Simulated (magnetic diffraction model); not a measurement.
# Solving a magnetic structure from powder neutron data: Rb3Co

Space group I4/mmm (no. 139), a = 11.7370 Å, c = 12.1920 Å.

| site | atom | x | y | z |
| --- | --- | --- | --- | --- |
| 16n | Rb | 0 | 0.2592 | 0.1766 |
| 8h | Rb | 0.8122 | 0.1878 | 1/2 |
| 4c | Co | 0 | 1/2 | 0 |
| 2b | Co | 0 | 0 | 1/2 |
| 2a | Co | 0 | 0 | 0 |

The compound is invented for this exercise: a known structure type with other elements, its cell scaled to their sizes and not relaxed.

Only Co is taken to order (form factors of Co2+); orders and moment sizes are assumed, and not adapted to the symmetry. Radiation: neutrons of λ = 2.41 Å, 5° to 45°; isotropic B of 0.13 Å² (Rb) and 0.14 Å² (Co). Simulated constant-wavelength pattern: nuclear and magnetic terms add, the magnetic one as |2.695 fm × Σ f S⊥ exp(2πi Q·r) exp(−B s²)|², summed over all Q at one angle with the factor 1/(sin²θ cos θ). For collinear order S is the moment m, which repeats by lattice and centring translations R with the sign exp(−2πi k·R). Free-ion form factors, Sears's scattering lengths of 1992, no absorption; a label names one of the reflections at its angle. The strongest nuclear line in the range is 100, and lines under 0.2 are left out.

Above the ordering temperature:

```tsv
2θ (°)	index	I
16.39	(1 0 1)	0.2
22.80	(0 0 2)	0.4
23.70	(2 0 0)	4.1
28.39	(1 1 2)	2.2
28.95	(2 1 1)	3.5
33.12	(2 0 2)	4.6
33.76	(2 2 0)	21.8
36.57	(1 0 3)	50.0
37.75	(3 0 1)	57.6
37.89	(3 1 0)	1.5
41.13	(2 2 2)	100.0
44.05	(2 1 3)	71.2
44.68	(3 1 2)	7.2
```

Below it (cell unchanged):

```csv
2θ (°),I
8.33,12.7
16.39,0.2
18.68,4.8
22.80,0.4
23.70,4.1
24.31,0.3
25.16,1.3
28.39,2.2
28.95,3.5
29.64,1.4
30.35,1.7
33.12,4.6
33.76,21.8
34.21,0.7
34.83,1.2
36.57,50.0
37.75,57.6
37.89,1.5
38.30,1.2
41.13,100.0
42.04,1.1
42.57,1.1
44.05,71.2
44.68,7.2
```

**Question.** Check that the new lines index with k = (1/2 1/2 0), then choose among these models:
A. collinear moments along [001], 1.17 μB on Co; signs + at (0, 1/2, 0), + at (1/2, 0, 0), + at (0, 0, 1/2), + at (0, 0, 0)
B. collinear moments along [111], 1.17 μB on Co; signs + at (0, 1/2, 0), − at (1/2, 0, 0), + at (0, 0, 1/2), − at (0, 0, 0)
C. collinear moments along [001], 1.17 μB on Co; signs + at (0, 1/2, 0), − at (1/2, 0, 0), + at (0, 0, 1/2), − at (0, 0, 0)
D. collinear moments along [111], 1.17 μB on Co; signs + at (0, 1/2, 0), + at (1/2, 0, 0), + at (0, 0, 1/2), + at (0, 0, 0)

The new lines index as (1/2 1/2 0) at 8.33°, (3/2 -1/2 0) at 18.68°, (1/2 1/2 2) at 24.31° and (3/2 3/2 0) at 25.16°, that is as H ± k with k = (1/2 1/2 0), one of 2 inequivalent arms of its star (k and −k counted as one), which a powder can't tell apart. Half indices mean that the moments reverse under translations with k·R a half-integer, and the magnetic cell has twice the primitive volume.

Magnetic intensity, observed (below minus above) and for each model:

| 2θ (°) | index | observed | A | B | C | D |
| --- | --- | --- | --- | --- | --- | --- |
| 8.33 | (1/2 1/2 0) | 12.7 | 12.7 | <0.2 | <0.2 | 4.5 |
| 14.09 | (1/2 -1/2 1) | <0.2 | <0.2 | 6.7 | 3.0 | <0.2 |
| 18.68 | (3/2 -1/2 0) | 4.8 | 4.8 | <0.2 | <0.2 | 4.2 |
| 21.91 | (3/2 1/2 1) | <0.2 | <0.2 | 3.6 | 5.0 | <0.2 |
| 27.68 | (3/2 -3/2 1) | <0.2 | <0.2 | 1.9 | 1.7 | <0.2 |
| 29.64 | (3/2 -1/2 2) | 1.4 | 1.4 | <0.2 | <0.2 | 2.6 |
| 32.49 | (5/2 -1/2 1) | <0.2 | <0.2 | 2.2 | 2.5 | <0.2 |
| 36.75 | (5/2 3/2 1) | <0.2 | <0.2 | 0.9 | 1.9 | <0.2 |

Model A matches.

The structure used: k = (1/2 1/2 0), collinear moments along [001], 1.17 μB on Co; signs + at (0, 1/2, 0), + at (1/2, 0, 0), + at (0, 0, 1/2), + at (0, 0, 0).

[Logs are printed without paths, hosts, clocks, repeated set-up lines and the standing remarks that a program may print on its own settings, such as how far it seeks lower states.]
